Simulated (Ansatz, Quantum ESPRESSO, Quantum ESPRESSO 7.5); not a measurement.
## 1T-SnO2, 1 layer: biaxial strain by an ASE script

Wanted: deformation of the bands of 1T-SnO2, 1 layer, driven from Python.

Calculated with Quantum ESPRESSO 7.5; plane-wave DFT, PBE, GBRV ultrasoft pseudopotentials (geometry by Ansatz 0.2.0 with PAW datasets; geometry under PBE).

**1. The starting structure**

The cell holds 3 atoms: 2 O and 1 Sn. Its edges and angles: a = 3.220 Å, b = 3.220 Å, c = 16.789 Å, α = 90.0°, β = 90.0°, γ = 120.0°. It derives from SnO2. Vacuum lies along c.

Structure file:

```cif
data_structure
_symmetry_space_group_name_H-M 'P 1'
_symmetry_Int_Tables_number 1
_cell_length_a 3.2200
_cell_length_b 3.2200
_cell_length_c 16.7889
_cell_angle_alpha 90.000
_cell_angle_beta 90.000
_cell_angle_gamma 120.000
_cell_volume 150.75
loop_
_atom_site_label
_atom_site_type_symbol
_atom_site_fract_x
_atom_site_fract_y
_atom_site_fract_z
_atom_site_occupancy
O1 O 0.66667 0.33333 0.44672 1
Sn2 Sn 0.00000 0.00000 0.50000 1
O3 O 0.33333 0.66667 0.55328 1
```

This sheet is a model structure: its symmetry is held, and its stability is not tested here.

**2. Relaxation with Ansatz**

The geometry comes first, from a plane-wave PAW code, so that the later runs on this slab share one structure.

input.yaml reads:

```yaml
crystal:
  lattice:
    - [3.22, 0.0, 0.0]
    - [-1.61, 2.7886018002, 0.0]
    - [0.0, 0.0, 16.788854382]
  atoms:
    - { symbol: O, position: [0.6666666667, 0.3333333333, 0.446724942] }
    - { symbol: Sn, position: [0.0, 0.0, 0.5] }
    - { symbol: O, position: [0.3333333333, 0.6666666667, 0.553275058] }
kpoints:
  mp_grid: { grid: [12, 12, 1] }
hamiltonian:
  xc: pbe
scf:
  occupations: { method: fermi_dirac, width: 0.05 }
  convergence: { dr2_threshold: 1.0e-08 }
efield:
  axis: 3
  dipole_correction: true
  ramp_position: 0.97
  ramp_width: 0.04
relax:
  f_tol: 0.01
  cell: { fix: [c, alpha, beta] }
output:
  write_potential: true
  write_density: true
  volumetric_format: npy
```

Run with:

```bash
$ ansatz run input.yaml --threads 2 --pin off --max-ram 4096MiB --backend cpu --events-out ev --progress --plain --runs-dir out
```

Numbers of over 12 decimals in the logs are rounded to 6 here.

Output:

```text
Warning: relax.cell: scf.convergence.dr2_threshold = 1e-8 eV is looser than the 3e-10 eV advised for a relaxation that steers and ends on the stress (1e-10 eV for each atom of the cell: 3). What an SCF threshold leaves in a stress goes as its square root, and in the free energy as the threshold itself, and one threshold admits the most on a small cell: [figures from the program's tests cut] Set scf.convergence.dr2_threshold to 3e-10 eV or tighter. The threshold is an SCF's pass mark: one that does not reach it within its budget of iterations ends unconverged, or closes short of it on a stop that the run arms, and scf.convergence.dr2_threshold's page says what that costs each kind of run
Engine: ansatz 0.2.0, x86_64-unknown-linux-gnu
Pseudopotentials: kind: paw
Pseudopotential: O, paw, valence charge 6, recommended cutoff 420 eV (normal), O.paw.azcp
Pseudopotential: Sn, paw, valence charge 14, recommended cutoff 420 eV (normal), Sn.paw.azcp
Functional definition: PBE
  parameter kappa = 0.804
  parameter beta = 0.066725
  exchange = pbe_x(kappa = kappa, mu = beta*pi^2/3)
  correlation = pbe_c(beta = beta)
Crystal: 3 atoms, lattice volume = 150.752 Å³
Basis set: ecut = 420 eV, 3009 PW (Γ), exchange–correlation on 48×48×240 points (8 copies of the dense FFT grid, shifted against one another)
Bands: 17, of which v1, the nominal top of the filled ones, is band 13 counted from 1 (12 counted from 0)
Symmetry: 6 space group operations
k-points: 19 of 144 (time reversal used)
Non-local potential: O, projectors of the file, l = 0: 2, l = 1: 2, l = 2: 1
Non-local potential: Sn, projectors of the file, l = 0: 2, l = 1: 2, l = 2: 2, l = 3: 2
PAW form: soft (Blöchl's): semilocal exchange-correlation on the pseudo side does not see the compensation charge
PAW one-centre angular grid: O, 110 points (default); XC on 64 Gauss nodes
PAW one-centre angular grid: Sn, 590 points (default); XC on 64 Gauss nodes
Initial density: superposition of atomic densities (neutral atoms: chi_scale 0, normalization atom), corrected by the library's trained network
Initial wavefunctions: pseudopotential atomic-orbital guess
Functional: x = pbe(κ = 0.804, μ = 0.219515), c = pbe(β = 0.066725)
SCF iter   1: F=—  HF=-7158.317150 eV  |F-HF|=—  |Δ(HF+E_count)|=         —  Δρ=1.51e-3  dr2=2.58e-3  ethr=1.77e-3  p=-0.000 e·Å  D=-7.74e-5 V/Å  ΔV_dip=0.00 eV  dr2_dipole=5.94e-8  V_vac-E_F(+/−)=6.28/6.28 eV  ⟨swp⟩=8.2  Hψ=2111  notcnv=0
efield: sawtooth ramp at fractional position 0.9700 (set: `efield.ramp_position`, or a place that a band, a saddle search or an elastic batch's reference lends), width 0.0400; the density the first Hamiltonian is built on has a dipole p = -0.000 e·Å; the dipole correction subtracts the counter field D = -7.74e-5 V/Å, which shifts the + side's vacuum level by +0.00 eV against the − side's; the planar-averaged density in the ramp window peaks in size at 6.5e-6 e/Å³
preconditioner: auto → none  [insulator: Δε(μ)=2.773 eV  Ē_g=19.341 eV  σ=0.050 eV  W_gap=1.00  n_scr=10 (ndim 8)  ℏωp=15.4 eV  f_vac=0.725  D(μ)=0.00/eV (n_scr^D=0)  ε∞_Penn≈1.6]
SCF iter   2: F=—  HF=-7158.317088 eV  |F-HF|=—  |Δ(HF+E_count)|=   6.19e-5  Δρ=8.29e-4  dr2=3.87e-4  ethr=9.91e-6  p=0.000 e·Å  D=1.11e-4 V/Å  ΔV_dip=-0.00 eV  dr2_dipole=1.28e-7  V_vac-E_F(+/−)=6.38/6.38 eV  ⟨swp⟩=2.8  Hψ=863  notcnv=0
SCF iter   3: F=—  HF=-7158.317178 eV  |F-HF|=—  |Δ(HF+E_count)|=   9.01e-5  Δρ=3.57e-4  dr2=1.07e-4  ethr=1.49e-6  p=-0.000 e·Å  D=-1.64e-4 V/Å  ΔV_dip=0.00 eV  dr2_dipole=2.57e-7  V_vac-E_F(+/−)=6.38/6.38 eV  ⟨swp⟩=2.3  Hψ=553  notcnv=0
SCF iter   4: F=—  HF=-7158.317228 eV  |F-HF|=—  |Δ(HF+E_count)|=   4.95e-5  Δρ=1.16e-4  dr2=9.89e-6  ethr=4.13e-7  p=0.000 e·Å  D=1.94e-4 V/Å  ΔV_dip=-0.00 eV  dr2_dipole=4.09e-7  V_vac-E_F(+/−)=6.39/6.39 eV  ⟨swp⟩=2.2  Hψ=521  notcnv=0
SCF iter   5: F=—  HF=-7158.317252 eV  |F-HF|=—  |Δ(HF+E_count)|=   2.44e-5  Δρ=8.51e-5  dr2=1.53e-5  ethr=3.80e-8  p=-0.000 e·Å  D=-3.42e-4 V/Å  ΔV_dip=0.01 eV  dr2_dipole=1.37e-6  V_vac-E_F(+/−)=6.39/6.39 eV  ⟨swp⟩=3.8  Hψ=785  notcnv=0
SCF iter   6: F=—  HF=-7158.317251 eV  |F-HF|=—  |Δ(HF+E_count)|=   1.36e-6  Δρ=1.11e-5  dr2=1.18e-7  ethr=3.80e-8  p=0.000 e·Å  D=2.49e-5 V/Å  ΔV_dip=-0.00 eV  dr2_dipole=4.03e-9  V_vac-E_F(+/−)=6.39/6.39 eV  ⟨swp⟩=2.7  Hψ=496  notcnv=0
SCF iter   7: F=-7158.317251 eV  HF=-7158.317251 eV  |F-HF|=5.73e-9  |Δ(HF+E_count)|=   4.48e-7  Δρ=2.00e-6  dr2=3.75e-9  ethr=3.85e-11  p=0.000 e·Å  D=1.93e-6 V/Å  ΔV_dip=-0.00 eV  dr2_dipole=7.98e-11  V_vac-E_F(+/−)=6.39/6.39 eV  ⟨swp⟩=9.3  Hψ=2742  notcnv=0
SCF 1 converged in 7 iterations: F = -7158.317251 eV  dr2 = 3.75e-9
  greatest PAW one-centre occupation: 0.996 electrons in one spin orbital (limit 2), on the Sn atom at site 1 (counted from 0), in its partial waves of l = 2
relax step   1: F+E_penalty+E_count = -7158.31725127 eV  Δ(F+E_penalty+E_count) = +0.000e0 eV  max|allowed force component| = 1.725e0 eV/Å  Δτ_max = 0.0000 Å  P = +3.313 GPa  Ω = 150.752 Å³  fix = [c, alpha, beta]  reactions: c +3.266 GPa  (7 SCF iters, accepted)
Crystal: 3 atoms, lattice volume = 148.674 Å³
Basis set: ecut = 420 eV, 2961 PW (Γ), exchange–correlation on 48×48×240 points (8 copies of the dense FFT grid, shifted against one another)
Initial density: handed on by an earlier stage of this run
Initial wavefunctions: those handed on with the density
iter 1 solved again at ethr=8.01e-4 eV; its pass at ethr=3.10e-3 eV (dr2=2.08e-1 eV) is discarded
SCF iter   1: F=—  HF=-7158.590947 eV  |F-HF|=—  |Δ(HF+E_count)|=         —  Δρ=1.26e-2  dr2=2.05e-1  ethr=8.01e-4  p=-0.000 e·Å  D=-5.39e-6 V/Å  ΔV_dip=0.00 eV  dr2_dipole=2.58e-10  V_vac-E_F(+/−)=6.34/6.34 eV  ⟨swp⟩=1.3  Hψ=2515  notcnv=0
efield: sawtooth ramp at fractional position 0.9700 (set: `efield.ramp_position`, or a place that a band, a saddle search or an elastic batch's reference lends), width 0.0400; the density the first Hamiltonian is built on has a dipole p = -0.000 e·Å; the dipole correction subtracts the counter field D = -5.39e-6 V/Å, which shifts the + side's vacuum level by +0.00 eV against the − side's; the planar-averaged density in the ramp window peaks in size at 2.4e-6 e/Å³
preconditioner: auto → none  [insulator: Δε(μ)=2.789 eV  Ē_g=19.072 eV  σ=0.050 eV  W_gap=1.00  n_scr=10 (ndim 8)  ℏωp=15.5 eV  f_vac=0.714  D(μ)=0.00/eV (n_scr^D=0)  ε∞_Penn≈1.7]
[...]
relax step   3: F+E_penalty+E_count = -7158.52017148 eV  Δ(F+E_penalty+E_count) = -4.302e-3 eV  max|allowed force component| = 2.565e-2 eV/Å  Δτ_max = 0.0184 Å  P = +0.002 GPa  Ω = 151.609 Å³  energy of the carried Pulay correction = -1.143e-3 eV  fix = [c, alpha, beta]  reactions: c +0.042 GPa  (8 SCF iters, accepted)
[...]
relax step   4: F+E_penalty+E_count = -7158.52047465 eV  Δ(F+E_penalty+E_count) = -3.032e-4 eV  max|allowed force component| = 2.280e-3 eV/Å  Δτ_max = 0.0026 Å  P = -0.000 GPa  Ω = 151.441 Å³  energy of the carried Pulay correction = -9.192e-4 eV  fix = [c, alpha, beta]  reactions: c -0.007 GPa  (6 SCF iters, accepted)
Initial wavefunctions: pseudopotential atomic-orbital guess (no wavefunctions were taken with the density)
iter 1 solved again at ethr=1.12e-7 eV; its pass at ethr=3.10e-3 eV (dr2=2.91e-5 eV) is discarded
SCF iter   1: F=—  HF=-7158.521086 eV  |F-HF|=—  |Δ(HF+E_count)|=         —  Δρ=4.68e-5  dr2=1.65e-7  ethr=1.12e-7  p=-0.000 e·Å  D=-4.69e-6 V/Å  ΔV_dip=0.00 eV  dr2_dipole=5.00e-13  V_vac-E_F(+/−)=6.92/6.92 eV  ⟨swp⟩=4.5  Hψ=3267  notcnv=0
efield: sawtooth ramp at fractional position 0.9700 (set: `efield.ramp_position`, or a place that a band, a saddle search or an elastic batch's reference lends), width 0.0400; the density the first Hamiltonian is built on has a dipole p = -0.000 e·Å; the dipole correction subtracts the counter field D = -4.69e-6 V/Å, which shifts the + side's vacuum level by +0.00 eV against the − side's; the planar-averaged density in the ramp window peaks in size at 4.5e-6 e/Å³
preconditioner: auto → none  [insulator: Δε(μ)=2.615 eV  Ē_g=19.166 eV  σ=0.050 eV  W_gap=1.00  n_scr=10 (ndim 8)  ℏωp=15.4 eV  f_vac=0.715  D(μ)=0.00/eV (n_scr^D=0)  ε∞_Penn≈1.6]
SCF iter   2: F=—  HF=-7158.521306 eV  |F-HF|=—  |Δ(HF+E_count)|=   2.19e-4  Δρ=2.31e-5  dr2=5.38e-8  ethr=6.36e-10  p=-0.000 e·Å  D=-4.15e-6 V/Å  ΔV_dip=0.00 eV  dr2_dipole=2.34e-13  V_vac-E_F(+/−)=6.92/6.92 eV  ⟨swp⟩=3.3  Hψ=718  notcnv=0
SCF iter   3: F=—  HF=-7158.521408 eV  |F-HF|=—  |Δ(HF+E_count)|=   1.02e-4  Δρ=9.57e-6  dr2=1.45e-8  ethr=2.07e-10  p=-0.000 e·Å  D=-4.61e-6 V/Å  ΔV_dip=0.00 eV  dr2_dipole=2.33e-12  V_vac-E_F(+/−)=6.92/6.92 eV  ⟨swp⟩=3.2  Hψ=558  notcnv=0
iter 4 met the thresholds in force, and the SCF goes on: an eigenvalue changes by 3.54 meV, over its tolerance of 3.16 meV (output.eigenvalues, Limitations)
SCF iter   4: F=-7158.521445 eV  HF=-7158.521444 eV  |F-HF|=1.20e-6  |Δ(HF+E_count)|=   3.65e-5  Δρ=9.46e-7  dr2=5.08e-10  ethr=3.85e-11  p=-0.000 e·Å  D=-3.34e-6 V/Å  ΔV_dip=0.00 eV  dr2_dipole=1.16e-11  V_vac-E_F(+/−)=6.92/6.92 eV  ⟨swp⟩=16.9  Hψ=2928  notcnv=0
iter 5 met the thresholds in force, and the SCF goes on: an eigenvalue changes by 6.25 meV, over its tolerance of 3.16 meV (output.eigenvalues, Limitations)
SCF iter   5: F=-7158.521445 eV  HF=-7158.521445 eV  |F-HF|=1.51e-7  |Δ(HF+E_count)|=   1.04e-6  Δρ=5.47e-7  dr2=6.35e-10  ethr=1.96e-12  p=-0.000 e·Å  D=-6.27e-6 V/Å  ΔV_dip=0.00 eV  dr2_dipole=6.59e-11  V_vac-E_F(+/−)=6.92/6.92 eV  ⟨swp⟩=8.8  Hψ=2438  notcnv=0
Mixer restart at iter 5: flushing history
SCF iter   6: F=-7158.521445 eV  HF=-7158.521445 eV  |F-HF|=1.71e-8  |Δ(HF+E_count)|=   1.55e-7  Δρ=2.57e-6  dr2=1.60e-8  ethr=1.96e-12  p=0.000 e·Å  D=6.28e-6 V/Å  ΔV_dip=-0.00 eV  dr2_dipole=1.74e-9  V_vac-E_F(+/−)=6.92/6.92 eV  ⟨swp⟩=3.8  Hψ=657  notcnv=0  κ⁻¹=1.0e0(r=1)
SCF iter   7: F=-7158.521445 eV  HF=-7158.521445 eV  |F-HF|=2.73e-12  |Δ(HF+E_count)|=   2.78e-9  Δρ=2.82e-8  dr2=1.90e-12  ethr=1.96e-12  p=-0.000 e·Å  D=-4.29e-6 V/Å  ΔV_dip=0.00 eV  dr2_dipole=6.67e-14  V_vac-E_F(+/−)=6.92/6.92 eV  ⟨swp⟩=8.1  Hψ=2375  notcnv=0
SCF 5 converged in 7 iterations: F = -7158.521445 eV  dr2 = 1.90e-12
relax step   5: F+E_penalty+E_count = -7158.52144532 eV  Δ(F+E_penalty+E_count) = -9.707e-4 eV  max|allowed force component| = 2.107e-3 eV/Å  Δτ_max = 0.0000 Å  P = +0.007 GPa  Ω = 151.441 Å³  fix = [c, alpha, beta]  reactions: c +0.002 GPa  stress off target by 9.64e-3 GPa on what of the cell is left free  SCF on the basis re-selected at this cell (its energy is not comparable with the rows above)  (7 SCF iters)
basis re-selected at this cell: Δ(F+E_penalty+E_count) = -9.707e-4 eV, ΔP = +0.007 GPa vs the last step (what re-selecting the basis moved, of the pressure what is left beyond the Pulay correction that the steps carried, after the strain that the cell walked since its last selection, with what the two solves' SCF thresholds leave and, on support functions, any second-order correction that the steps lacked; it is no m [...]
WARN: The output density's exchange-correlation potential varies sharply where the density is thin. Do not read a vacuum level from v_tot or v_xc, or from such a field of the output density. On a cell that repeats whose density bears no net charge and no dipole along the vacuum's axis use v_es (v_loc + v_h of the components); under efield.dipole_correction with no amplitude use v_es + v_field, which holds any externa [...]
SCF converged after 7 iterations
an eigenvalue changed by more than its tolerance at an iteration that met the thresholds in force, so the SCF went on 2 times, its first undamped step at iteration 5: the last check found none over its tolerance
Free energy (F): -7158.521445 eV
Harris-Foulkes:  -7158.521445 eV  (|F-HF|=2.73e-12)
Internal energy: -7158.521445 eV  (E = F + TS)
E sigma→0 (E₀):  -7158.521445 eV
Fermi energy:    -2.823285 eV
Dipole field:    D = -0.000004 V/Å  (p = -0.000003 e·Å, saw-weighted, corrected)
Work function:   Φ+ = 6.9213 eV   Φ− = 6.9212 eV
Levels:          The Fermi level and band energies are counted from a zero that moves with the ramp; work functions are not
--- Per-component energies (eV) ---
  E_band       = -397.353209
  E_kinetic    = 537.633925
  E_local      = -14313.649147  (includes V_loc(G=0)·N_el)
  E_nonlocal   = 66.362250
  E_hartree    = 7017.765919
  E_xc         = -526.976723
  E_vxc        = -281.119041  (∫ρ·V_xc dr)
  E_paw        = -4462.364633  (= ΣΔE_a)
  E_vpaw       = -442.117811  (= ΣTr[D̂ρ^β])
  E_aug_tail   = 0.004815  (compensation charges beyond the density's cutoff)
  E_efield     = 0.000000  (sawtooth field / dipole correction)
  E_vefield    = 0.000017  (∫n·V_field dr)
  E_ewald      = 4522.702148
  E_smearing   = -0.000000  (= −TS)
  E_closure    = -0.000000  (closes the sum)
  Σ components = -7158.521445   (vs F -7158.521445, Δ=0.00e0)
--- Forces (eV/Å), atoms counted from 1 ---
  atom   1  O      0.00000000    -0.00000000    -0.00210655
  atom   2  Sn     0.00000000     0.00000000     0.00005947
  atom   3  O     -0.00000000     0.00000000     0.00204718
  max |Σ_I F_I| component: 9.63e-8 eV/Å
--- Stress (GPa, compression-positive) ---
        0.009638       0.000000      -0.000000
        0.000000       0.009638      -0.000000
        0.000000      -0.000000       0.001740
  P = ⅓ Tr σ = 0.0070 GPa (0.070 kbar)
--- Band table (eV; the first three rows and the last of 19) ---
  k-point 0: bands = [... 9 lower, -5.3769, -4.9413, -4.9413, -4.7787, -1.6061, 1.5343, 3.8037, 3.9828]
  k-point 1: bands = [... 9 lower, -5.5692, -5.1632, -4.8480, -4.5754, -1.2598, 1.7821, 3.9116, 4.1218]
  k-point 2: bands = [... 9 lower, -5.9482, -5.3691, -4.7318, -4.4470, -0.4774, 2.3612, 4.2013, 4.5397]
  k-point 18: bands = [... 9 lower, -7.7061, -6.7428, -4.3644, -4.3644, 2.0154, 5.5906, 6.0842, 6.0842]
--- Relaxed structure (4 steps of the walk, 4 accepted, 1 SCFs on fresh bases) ---
  F+E_penalty+E_count = -7158.52144532 eV   max|allowed force component| = 2.107e-3 eV/Å   (the final SCF, on the basis selected at the relaxed cell)
  cell:  # Å, volume = 151.4409 Å³
    - [3.227347, 0, 0]
    - [-1.613674, 2.794965, 0]
    - [0, 0, 16.788854382]
  atoms:
    - { symbol: O, position: [0.666667, 0.333333, 0.439746] }
    - { symbol: Sn, position: [0, 0, 0.500000] }
    - { symbol: O, position: [0.333333, 0.666667, 0.560254] }
```

Wall time 8.8 s (2 threads of Intel Xeon Platinum 8488C (Sapphire Rapids), shared host); peak memory 0.46 GiB; 17 s of CPU time.

Step by step:

```csv
step,energy less that of the first step (eV),largest force component (eV/Å),pressure (GPa),volume (Å³)
1,0.0000,1.7251,3.31,150.75
2,-0.1986,0.0310,0.59,148.67
3,-0.2029,0.0256,0.00,151.61
4,-0.2032,0.0023,0.00,151.44
5*,-0.2042,0.0021,0.01,151.44
```

Relaxation steps marked * repeat the geometry before them on a plane-wave basis chosen anew for their cell, so energy and pressure can jump there.

```csv
cell as run,before,after,change
a (Å),3.220,3.227,+0.2 %
b (Å),3.220,3.227,+0.2 %
```

The atoms that moved most (Å, along periodic axes as changes of fractional coordinates times the final cell, across vacuum about the mean position):

```
atom     dx     dy      dz  length
  O3  0.000  0.000   0.117   0.117
  O1  0.000  0.000  -0.117   0.117
```

Final coordinates:

```xyz
3
Lattice="3.2273 0.0000 0.0000 -1.6137 2.7950 0.0000 0.0000 0.0000 16.7889" Properties=species:S:1:pos:R:3
O     1.6137    0.9317    7.3828
Sn    0.0000    0.0000    8.3944
O     0.0000    1.8633    9.4060
```

Numbers from this step:

```
free energy                                                      : -7158.5214 eV
Fermi energy                                                     : -2.823 eV
gap by band count                                                : 2.615 eV
symmetry operations                                              : 6
dipole along the normal                                          : -3.26e-6 e·Å
vacuum level at the upper face over a Fermi level inside the gap : 6.921 eV
vacuum level at the lower face over a Fermi level inside the gap : 6.921 eV
```

(Continued in part 2 of 2.)

[Logs are printed without paths, hosts, clocks, repeated set-up lines and the standing remarks that a program may print on its own settings, such as how far it seeks lower states.]

[Hosts, paths, dates, database ids (printed as entryN), source tags and the programs' standing remarks are cut or masked in the printed files.]

[Maps of the electrostatic potential energy from Ansatz leave out the sawtooth potential of an applied field or a dipole correction, so their vacuum need not be flat; planar profiles and work functions include it.]
